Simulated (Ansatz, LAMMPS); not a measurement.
## Localised basis functions on aqueous K+ and SO4 2-, 3.7 mol of salt per kg of water at 280 K (156 atoms)

Wanted: errors and times of a linear-scaling basis for aqueous K+ and SO4 2-, 3.7 mol of salt per kg of water at 280 K (156 atoms). A setting counts as converged where the r.m.s. difference of forces stays under 1 % of the r.m.s. force.

Main program and level: Ansatz 0.2.0; Kohn-Sham DFT, r2SCAN+D4, PAW (set soft_2), plane waves.

**1. Set-up**

The cell holds 156 atoms: 57 O, 3 S, 90 H and 6 K. Its edges and angles: a = 11.510 Å, b = 11.510 Å, c = 11.510 Å, α = 90.0°, β = 90.0°, γ = 90.0°. 45 H2O, 6 K+, 3 SO4 2- placed at random, at 1.45 g/cm³; overlaps pushed apart, then 10 ps at 420 K with Joung-Cheatham ions (J. Phys. Chem. B 112, 9020 (2008)); MMFF94 bonds, angles, torsions, charges and radii (Halgren, J. Comput. Chem. 17, 490 (1996)) in harmonic and 12-6 forms; SPC/E water (Berendsen, Grigera and Straatsma, J. Phys. Chem. 91, 6269 (1987)); charges of ions scaled by 0.85. Snapshot after 20 ps at 280 K and fixed volume.

Before any run, some limits are plain. The network of contacts between molecules at the start is that of the classical potential that made the cell, and needn't be the one that DFT or experiment would give. The concentration wasn't checked against solubility and may exceed it. The density was typed from a rule of thumb and may lie off the real one at this temperature. Only the Γ point is sampled, in a cell whose shortest periodic width is 12 Å.

**2. How the cell was made**

A classical potential makes the cell, at a small fraction of what the same run would cost in DFT.

This step: classical MD, Joung-Cheatham ions (J. Phys. Chem. B 112, 9020 (2008)); MMFF94 bonds, angles, torsions, charges and radii (Halgren, J. Comput. Chem. 17, 490 (1996)) in harmonic and 12-6 forms; SPC/E water (Berendsen, Grigera and Straatsma, J. Phys. Chem. 91, 6269 (1987)); charges of ions scaled by 0.85 (LAMMPS 22 Jul 2025 - Update 4).

in.lmp

```
# aqueous K+ and SO4 2-, 3.7 mol of salt per kg of water
units real
atom_style full
boundary p p p
bond_style harmonic
angle_style harmonic
dihedral_style opls
improper_style harmonic
special_bonds lj 0 0 0.5 coul 0 0 0.75
read_data data.lmp
neigh_modify delay 0 every 1 check yes one 4000
comm_modify cutoff 12.0
timestep 0.5
thermo_style custom step time temp pe press density
thermo_modify norm yes
# push overlapping molecules apart
pair_style soft 2.6
pair_coeff * * 0.0
variable a equal ramp(1,60)
fix ad all adapt 1 pair soft a * * v_a
velocity all create 420 370922 mom yes dist gaussian
fix lim all nve/limit 0.03
fix lan all langevin 420 420 50 370923 zero yes
thermo 1000
run 3000 post no
unfix ad
pair_style lj/cut/coul/long 9.0
pair_modify mix arithmetic tail yes
pair_coeff 1 1 0.0763 3.0960   # O
pair_coeff 2 2 0.2681 3.4180   # S
pair_coeff 3 3 0.1553 3.1660   # O
pair_coeff 4 4 0.0000 1.0000   # H
pair_coeff 5 5 0.4297 2.8384   # K
kspace_style pppm 1.0e-4
# [... 18 lines left out ...]
compute msd all msd com yes
thermo 5000
fix md all nvt temp 280 280 100
run 20000 post no
print "== T280: mean square displacement over the hold $(c_msd[4]:%.2f) A^2"
unfix md
uncompute msd
write_dump all custom T280.dump id type xs ys zs modify sort id
```

The run is started by

```sh
$ lmp -in in.lmp -log none -nocite
```

Numbers of over 12 decimals in the logs are rounded to 6 here.

The log of the run:

```text
LAMMPS (22 Jul 2025 - Update 4)
Reading data file ...
  orthogonal box = (0 0 0) to (11.51024 11.51024 11.51024)
  156 atoms
  orthogonal box = (0 0 0) to (11.51024 11.51024 11.51024)
  102 bonds
  63 angles
   Step          Time           Temp          PotEng         Press         Density
         0   0              420            0.79362241     334.27709      1.4520015
      1000   500            377.22668      1.6934862      51942.045      1.4520015
      2000   1000           432.04049      1.4178706      54832.648      1.4520015
      3000   1500           397.35252      1.3773456      60364.41       1.4520015
[... 29 lines left out ...]
Loop time of 5.49466 s on 1 MPI rank(s) for 10000 steps with 156 atoms
   Step          Time           Temp          PotEng         Press         Density
[... 4 lines left out ...]
Loop time of 2.693 s on 1 MPI rank(s) for 5000 steps with 156 atoms
   Step          Time           Temp          PotEng         Press         Density
[... 2 lines left out ...]
     25000   24000          321.09241     -9.3828833     -3150.8194      1.4520015
     30000   29000          285.33861     -9.3797298     -2877.8131      1.4520015
     35000   34000          250.7792      -9.3494222     -886.11457      1.4520015
     37000   36000          291.22071     -9.2538203      3004.8334      1.4520015
Loop time of 10.4975 s on 1 MPI rank(s) for 20000 steps with 156 atoms
== T280: mean square displacement over the hold 3.92 A^2
```

Run time: 20 s. Hardware: 1 thread of Arm Neoverse V2, shared host; peak memory 0.13 GiB.

The input also reads data.lmp (atoms, bonds and types; not printed here).

**3. Plane-wave single point**

This run is the reference for what follows, at a cutoff of 500 eV.

input.yaml

```yaml
crystal:
  lattice:
    - [11.51024, 0.0, 0.0]
    - [0.0, 11.51024, 0.0]
    - [0.0, 0.0, 11.51024]
  atoms:
    - { symbol: O, position: [0.90198, 0.82594, 0.06988] }
    - { symbol: S, position: [0.88998, 0.78069, 0.18718] }
    - { symbol: O, position: [0.77253, 0.7964, 0.2241] }
    - { symbol: O, position: [0.91959, 0.65898, 0.18551] }
    - { symbol: O, position: [0.97436, 0.84079, 0.25787] }
    - { symbol: O, position: [0.02815, 0.34562, 0.73956] }
    - { symbol: S, position: [0.94568, 0.38595, 0.8248] }
    - { symbol: O, position: [0.88104, 0.47628, 0.77104] }
    - { symbol: O, position: [0.8703, 0.29493, 0.86649] }
    - { symbol: O, position: [0.01014, 0.43276, 0.92361] }
    - { symbol: O, position: [0.51547, 0.47731, 0.84773] }
    - { symbol: S, position: [0.46813, 0.45198, 0.9601] }
    - { symbol: O, position: [0.35204, 0.42093, 0.93805] }
    - { symbol: O, position: [0.52536, 0.35743, 0.01609] }
    - { symbol: O, position: [0.47606, 0.55648, 0.03045] }
    - { symbol: O, position: [0.84697, 0.45763, 0.23635] }
    - { symbol: H, position: [0.81126, 0.42146, 0.16589] }
    - { symbol: H, position: [0.88296, 0.53371, 0.21476] }
    - { symbol: O, position: [0.29235, 0.38685, 0.16517] }
    - { symbol: H, position: [0.31916, 0.38397, 0.08259] }
    - { symbol: H, position: [0.21889, 0.34119, 0.17338] }
    - { symbol: O, position: [0.68735, 0.20006, 0.76059] }
    - { symbol: H, position: [0.63176, 0.18418, 0.82544] }
    - { symbol: H, position: [0.76214, 0.22991, 0.7932] }
    - { symbol: O, position: [0.06068, 0.31031, 0.11611] }
    - { symbol: H, position: [0.00046, 0.32191, 0.17764] }
    - { symbol: H, position: [0.03256, 0.34435, 0.04129] }
    - { symbol: O, position: [0.17352, 0.87994, 0.55543] }
    - { symbol: H, position: [0.10561, 0.90924, 0.60102] }
    - { symbol: H, position: [0.24704, 0.89853, 0.59782] }
    - { symbol: O, position: [0.98043, 0.9545, 0.67386] }
    - { symbol: H, position: [0.98714, 0.93156, 0.75738] }
    [... 118 atom lines left out ...]
    - { symbol: K, position: [0.18337, 0.51075, 0.807] }
    - { symbol: K, position: [0.06708, 0.05071, 0.15127] }
    - { symbol: K, position: [0.68017, 0.97331, 0.08357] }
    - { symbol: K, position: [0.65956, 0.61137, 0.1496] }
    - { symbol: K, position: [0.89673, 0.80538, 0.46275] }
    - { symbol: K, position: [0.26107, 0.60101, 0.35514] }
kpoints:
  mp_grid: { grid: [1, 1, 1] }
hamiltonian:
  xc: r2scan
  dispersion: d4
scf:
  occupations: { method: fixed }
output:
  forces: true
  stress: true
  populations: true
  dos:
    method: { smearing: { sigma: 0.1 } }
    de: 0.1
    projected: { site_lists: { H: [H], K: [K], O: [O], S: [S] } }
  eigenvalues: true
  write_density: true
  write_potential: true
  volumetric_format: npy
```

The run is started by

```sh
$ ansatz run input.yaml --threads 8 --pin off --max-ram 15872MiB --backend cpu --events-out ev --progress --plain --runs-dir out
```

The log of the run:

```text
Engine: ansatz 0.2.0, aarch64-unknown-linux-gnu
Pseudopotentials: kind: paw
Pseudopotential: O, paw, valence charge 6, recommended cutoff 500 eV (meta_gga), O.paw.azcp
Pseudopotential: S, paw, valence charge 6, recommended cutoff 500 eV (meta_gga), S.paw.azcp
Pseudopotential: H, paw, valence charge 1, recommended cutoff 500 eV (meta_gga), H.paw.azcp
Pseudopotential: K, paw, valence charge 9, recommended cutoff 500 eV (meta_gga), K.paw.azcp
Functional definition: r2SCAN
  parameter k0 = 0.174
  parameter k1 = 0.065
  parameter a1 = 4.9479
  exchange = r2scan_x(k0 = k0, k1 = k1, a1 = a1)
  correlation = r2scan_c
Crystal: 156 atoms, lattice volume = 1524.941 Å³
Basis set: ecut = 500 eV, 38641 PW (Γ), exchange–correlation on 360×360×360 points (64 copies of the dense FFT grid, shifted against one another)
Bands: 408, of which v1, the nominal top of the filled ones, is band 252 counted from 1 (251 counted from 0)
Symmetry: 1 space group operations
Space group: P1 (ITA 1), of the structure as read, at distance tolerance 1.2e-4 Å
k-points: 1
Non-local potential: O, projectors of the file, l = 0: 2, l = 1: 2, l = 2: 1
Non-local potential: S, projectors of the file, l = 0: 2, l = 1: 2, l = 2: 2
Non-local potential: H, projectors of the file, l = 0: 2, l = 1: 1
Non-local potential: K, projectors of the file, l = 0: 3, l = 1: 2, l = 2: 2
PAW form: soft (Blöchl's): semilocal exchange-correlation on the pseudo side does not see the compensation charge
PAW frozen core: O, regenerated for the run's functional (the file was generated under x = pbe(κ = 0.804, μ = 0.219515), c = pbe(β = 0.066725))
PAW frozen core: S, regenerated for the run's functional (the file was generated under x = pbe(κ = 0.804, μ = 0.219515), c = pbe(β = 0.066725))
PAW frozen core: K, regenerated for the run's functional (the file was generated under x = pbe(κ = 0.804, μ = 0.219515), c = pbe(β = 0.066725))
PAW one-centre angular grid: O, 302 points (default); XC on 160 Gauss nodes
PAW one-centre angular grid: S, 302 points (default); XC on 160 Gauss nodes
PAW one-centre angular grid: H, 302 points (default); XC on 160 Gauss nodes
PAW one-centre angular grid: K, 302 points (default); XC on 160 Gauss nodes
Initial density: superposition of atomic densities (neutral atoms: chi_scale 0, normalization atom), corrected by the library's trained network
Initial wavefunctions: pseudopotential atomic-orbital guess
Functional: x = r2scan, c = r2scan; τ floored in thin density (d = 2e-4 eV/Å³)
SCF iter   1: F=—  HF=-45842.316184 eV  |F-HF|=—  |Δ(HF+E_count)|=         —  Δρ=6.57e-3  dr2=6.07e-1  dr2_τ=8.07e0  ethr=1.77e-3  ⟨swp⟩=5.0  Hψ=1590  notcnv=0  defer=154
preconditioner: auto → Resta (q_TF=auto, 2.269 Å⁻¹)  ε∞=2.2  [insulator: Δε(μ)=5.041 eV  Ē_g=18.792 eV  n_scr=304 (ndim 8)  ℏωp=21.0 eV  f_vac=0.210  ε∞_Penn≈2.2]
SCF iter   2: F=—  HF=-45840.756448 eV  |F-HF|=—  |Δ(HF+E_count)|=    1.56e0  Δρ=3.72e-3  dr2=8.41e-2  dr2_τ=2.05e-2  ethr=1.20e-4  ⟨swp⟩=3.0  Hψ=725  notcnv=0  defer=154
SCF iter   3: F=—  HF=-45840.745971 eV  |F-HF|=—  |Δ(HF+E_count)|=   1.05e-2  Δρ=1.36e-3  dr2=1.83e-2  dr2_τ=1.68e-3  ethr=1.67e-5  ⟨swp⟩=2.0  Hψ=430  notcnv=0  defer=154
SCF iter   4: F=—  HF=-45840.755639 eV  |F-HF|=—  |Δ(HF+E_count)|=   9.67e-3  Δρ=2.60e-4  dr2=8.17e-4  dr2_τ=1.73e-4  ethr=3.62e-6  ⟨swp⟩=2.0  Hψ=507  notcnv=0  defer=154
SCF iter   5: F=—  HF=-45840.755823 eV  |F-HF|=—  |Δ(HF+E_count)|=   1.83e-4  Δρ=1.13e-4  dr2=1.71e-4  dr2_τ=2.18e-5  ethr=1.62e-7  ⟨swp⟩=2.0  Hψ=503  notcnv=0  defer=154
SCF iter   6: F=—  HF=-45840.755892 eV  |F-HF|=—  |Δ(HF+E_count)|=   6.88e-5  Δρ=4.61e-5  dr2=3.23e-5  dr2_τ=4.20e-6  ethr=3.38e-8  ⟨swp⟩=3.0  Hψ=511  notcnv=0  defer=149
SCF iter   7: F=—  HF=-45840.759404 eV  |F-HF|=—  |Δ(HF+E_count)|=   3.51e-3  Δρ=1.34e-5  dr2=2.94e-6  dr2_τ=2.90e-7  ethr=6.41e-9  ⟨swp⟩=2.0  Hψ=652  notcnv=0  defer=149
SCF iter   8: F=—  HF=-45840.759408 eV  |F-HF|=—  |Δ(HF+E_count)|=   3.50e-6  Δρ=8.54e-6  dr2=8.67e-7  dr2_τ=1.31e-7  ethr=5.83e-10  ⟨swp⟩=2.0  Hψ=505  notcnv=0  defer=149
SCF iter   9: F=-45840.759408 eV  HF=-45840.759408 eV  |F-HF|=7.84e-8  |Δ(HF+E_count)|=   2.02e-7  Δρ=1.54e-6  dr2=3.63e-8  dr2_τ=3.36e-9  ethr=1.98e-11  ⟨swp⟩=22.0  Hψ=4395  notcnv=0
SCF 1 converged in 9 iterations: F = -45840.759408 eV  dr2 = 3.63e-8
  greatest PAW one-centre occupation: 0.989 electrons in one spin orbital (limit 2), on the K atom at site 155 (counted from 0), in its partial waves of l = 0
SCF converged after 9 iterations
Free energy (F): -45840.759408 eV
Harris-Foulkes:  -45840.759408 eV  (|F-HF|=7.84e-8)
Internal energy: -45840.759408 eV  (E = F + TS)
E sigma→0 (E₀):  -45840.759408 eV
Fermi energy:    -0.954247 eV
--- Per-component energies (eV) ---
  E_band       = -4796.058595
  E_kinetic    = 13196.076020
  E_local      = -39094.217029  (includes V_loc(G=0)·N_el)
  E_nonlocal   = 3018.697261
  E_hartree    = 14241.988696
  E_xc         = -6043.829543
  E_vxc        = -8590.233457  (∫ρ·V_xc dr)
  E_paw        = -15760.609605  (= ΣΔE_a)
  E_vpaw       = -2383.696277  (= ΣTr[D̂ρ^β])
  E_aug_tail   = 0.021426  (compensation charges beyond the density's cutoff)
  E_vtau       = 573.325548  (kinetic-family band-sum trace: ∫τ·v_τ [+ j·A + Jᵃ·Aᵃ] dr)
  E_ewald      = -15392.434154
  E_disp       = -3.125438  (pairwise vdW)
  E_core_change = -3.327043  (= ΣΔE_core)
  E_smearing   = -0.000000  (= −TS)
  E_closure    = -0.000000  (closes the sum)
  Σ components = -45840.759408   (vs F -45840.759408, Δ=0.00e0)
--- Forces (eV/Å), atoms counted from 1 ---
  atom   1  O      0.39935755     0.18274878    -0.58043234
  atom   2  S      0.32452791     1.41756295    -1.56226396
  atom   3  O     -2.11945463     0.69137515     1.01391319
  atom   4  O      0.10587766    -2.05982691     0.71675143
  atom   5  O      0.20782976     1.30472414     1.43765383
  atom   6  O      1.93727325    -1.65884335    -0.53374541
  atom   7  S      0.94019011     1.06448187     1.04860825
  atom   8  O     -2.07813151     2.68995732    -0.72938807
  atom   9  O     -1.06238302    -1.51791191     0.24630584
  atom  10  O      0.44280660    -0.20833996     0.86147475
  atom  11  O      2.45030839     0.65368914    -2.66689697
  atom  12  S      0.03514913     1.93050419     0.44156734
  atom  13  O     -4.81322953    -1.25523552     0.07497464
  atom  14  O      1.74916539    -2.30371471     1.38690589
[...]
atom 155  K     -0.20747154    -0.08160080     0.87237162
  atom 156  K      0.34291065    -0.17390117    -0.86224933
  max |Σ_I F_I| component: 1.52e-4 eV/Å
--- Stress (GPa, compression-positive) ---
       -1.197099      -0.189661      -0.102100
       -0.189659      -0.745672      -0.336950
       -0.102100      -0.336948      -0.553514
  P = ⅓ Tr σ = -0.8321 GPa (-8.321 kbar)
--- Band table (eV) ---
  k-point 0: bands = ["-30.0346", "-29.9324", "-29.7776", "-29.5956", [... 392 levels ...], "12.4788", "12.5341", "12.5600", "12.5767", "12.5970", "12.6667", "12.6931", "12.7618", "12.7985", "12.8252", "12.8453", "12.9313"]
--- Löwdin populations: 156 sites ---
  site symbol       q [e]
     0      O      6.8168
     1      S      3.3848
     2      O      6.8356
[...]
155      K      8.1392
  spilling = 0.011393 (of n_electrons = 504.000000)
```

The job ended after 33 s (8 threads of Arm Neoverse V2, shared host; peak memory 4.5 GiB; 4.2 min of CPU time).

Read from the output:

```
free energy                                      : -45840.7594 eV
free energy per atom                             : -293.8510 eV/atom
SCF cycles                                       : 9
pressure                                         : -0.8321 GPa
r.m.s. force component                           : 0.822 eV/Å
longest force                                    : 4.975 eV/Å
Fermi energy                                     : -0.9542 eV
gap (highest filled to lowest empty level) : 4.924 eV
spilling of the projection                       : 0.01139
```

Neighbours are counted within 1.21 Å (H-O), 3.43 Å (O-K), 1.88 Å (O-S).

Length of the force by element and coordination:

| element | coordination | atoms | mean length of the force (eV/Å) | spread | least | most |
| --- | --- | --- | --- | --- | --- | --- |
| H | all | 90 | 1.33 | 0.323 | 0.507 | 1.97 |
| K | all | 6 | 0.702 | 0.265 | 0.358 | 1.03 |
| K | 7 | 3 | 0.574 | 0.263 | 0.358 | 0.944 |
| K | 8 | 1 | 0.559 | 0 | 0.559 | 0.559 |
| K | 9 | 2 | 0.965 | 0.0642 | 0.900 | 1.03 |
| O | all | 57 | 1.23 | 0.889 | 0.289 | 4.97 |
| O | 1 | 4 | 3.06 | 0.707 | 1.87 | 3.68 |
| O | 2 | 19 | 1.33 | 0.996 | 0.620 | 4.97 |
| O | 3 | 29 | 0.877 | 0.408 | 0.289 | 1.95 |
| O | 4 | 5 | 1.48 | 0.608 | 0.675 | 2.45 |
| S | all | 3 | 1.96 | 0.151 | 1.77 | 2.13 |

Löwdin charges by element and coordination (they lack the spilled electrons, 0.037 e an atom on average):

| element | coordination | atoms | mean charge (e) | spread | least | most |
| --- | --- | --- | --- | --- | --- | --- |
| H | all | 90 | 0.390 | 0.01 | 0.366 | 0.409 |
| K | all | 6 | 0.857 | 0.0041 | 0.851 | 0.863 |
| K | 7 | 3 | 0.860 | 0.0031 | 0.856 | 0.863 |
| K | 8 | 1 | 0.851 | 0 | 0.851 | 0.851 |
| K | 9 | 2 | 0.856 | 0.0013 | 0.854 | 0.857 |
| O | all | 57 | -0.743 | 0.0417 | -0.850 | -0.669 |
| O | 1 | 4 | -0.776 | 0.0165 | -0.793 | -0.751 |
| O | 2 | 19 | -0.740 | 0.0515 | -0.850 | -0.669 |
| O | 3 | 29 | -0.739 | 0.0331 | -0.833 | -0.701 |
| O | 4 | 5 | -0.752 | 0.0462 | -0.836 | -0.707 |
| S | all | 3 | 2.63 | 0.0181 | 2.62 | 2.66 |

Density of states as counts of states in windows of 1 eV (from the Fermi level), total and the larger projections:

| from (eV) | to (eV) | total | O p | H s | K p |
| --- | --- | --- | --- | --- | --- |
| -14 | -13 | 0.0 | 0.0 | 0.0 | 0.0 |
| -13 | -12 | 0.1 | 0.0 | 0.0 | 0.1 |
| -12 | -11 | 25.8 | 0.4 | 0.1 | 25.3 |
| -11 | -10 | 10.2 | 0.2 | 0.0 | 9.9 |
| -10 | -9 | 5.9 | 2.8 | 0.7 | 0.1 |
| -9 | -8 | 8.0 | 5.2 | 1.9 | 0.0 |
| -8 | -7 | 38.4 | 25.8 | 9.8 | 0.1 |
| -7 | -6 | 44.1 | 30.5 | 11.2 | 0.1 |
| -6 | -5 | 17.5 | 12.2 | 2.9 | 0.0 |
| -5 | -4 | 18.6 | 15.0 | 1.6 | 0.0 |
| -4 | -3 | 48.0 | 40.3 | 3.0 | 0.1 |
| -3 | -2 | 40.8 | 36.2 | 1.3 | 0.1 |
| -2 | -1 | 60.7 | 58.5 | 0.4 | 0.1 |
| -1 | 0 | 58.4 | 57.5 | 0.2 | 0.0 |
| 0 | 1 | 1.5 | 1.4 | 0.0 | 0.0 |
| 1 | 4 | 0.0 | 0.0 | 0.0 | 0.0 |
| 4 | 5 | 1.5 | 0.0 | 0.6 | 0.0 |

With fixed occupations the program's Fermi level is the highest filled level; weight inside the gap is the broadening of levels at its edges.

Between -26 and -14 eV lie 114 more states.

The levels nearest the highest filled one (over half full), pooled over k-points and spins:

| level less the highest filled one (eV) | occupation |
| --- | --- |
| -0.328 | 2 |
| -0.297 | 2 |
| -0.271 | 2 |
| -0.216 | 2 |
| -0.138 | 2 |
| 0 | 2 |
| 4.92 | 0 |
| 6.06 | 0 |
| 6.42 | 0 |
| 6.54 | 0 |
| 6.63 | 0 |
| 6.66 | 0 |

Electrostatic potential energy in the ac plane at fractional y = 0.371, with atoms of S and O and H within 0.2 Å of it. With pseudopotentials it is smooth inside the atoms' cores, unlike the true potential.

Ten even steps from '0' (-39 eV) to '9' (7 eV), each cell a mean:
```
88999999998677652379888761289999
68999999996468767899999997788887
68999999999889888999999999986423
37999999999999999999999999973000
26899999999999999999999999973000
00489999999866789999999999987422
10499999999400489999999988998886
77899999999400499999984248999998
58999999999977999999971017999986
48999999999999999999995369998863
28999998899999999999999999952300
38865643479999999999999999963300
99864522589999999999999999999987
99999878999974699999999999999999
99999999999961489999999999999999
99999999999985589999999877899999
99999999999987899999999877999999
99999999999977999999999999999999
99999998757999999999999999999999
89999974101799999999999998899998
87799987301799999999999999899999
87799999851699999999999778999999
65899999974789872268854104999999
76899999999998730038602002689999
```
Columns run along a (11.5 Å; values clipped at the 3rd and 97th percentile), rows up along c (11.5 Å). Atoms in or near the plane, at fractional coordinates: S at (0.95, 0.82), O at (0.53, 0.02), O at (0.29, 0.17), H at (0.32, 0.08), O at (0.40, 0.70), H at (0.42, 0.40), H at (0.67, 0.02), H at (0.80, 0.98), O at (0.97, 0.53), H at (0.88, 0.53).

[end of part 1 of 2]

[Logs are printed without paths, hosts, clocks, repeated set-up lines and the standing remarks that a program may print on its own settings, such as how far it seeks lower states.]

[Hosts, paths, dates, database ids (printed as entryN), source tags and the programs' standing remarks are cut or masked in the printed files.]

[The MMFF94 radii named for the starting cell were scaled by 0.96; in molecules described by MMFF94, hydrogen bound to N, O or S took a small fixed 12-6 site in their place.]
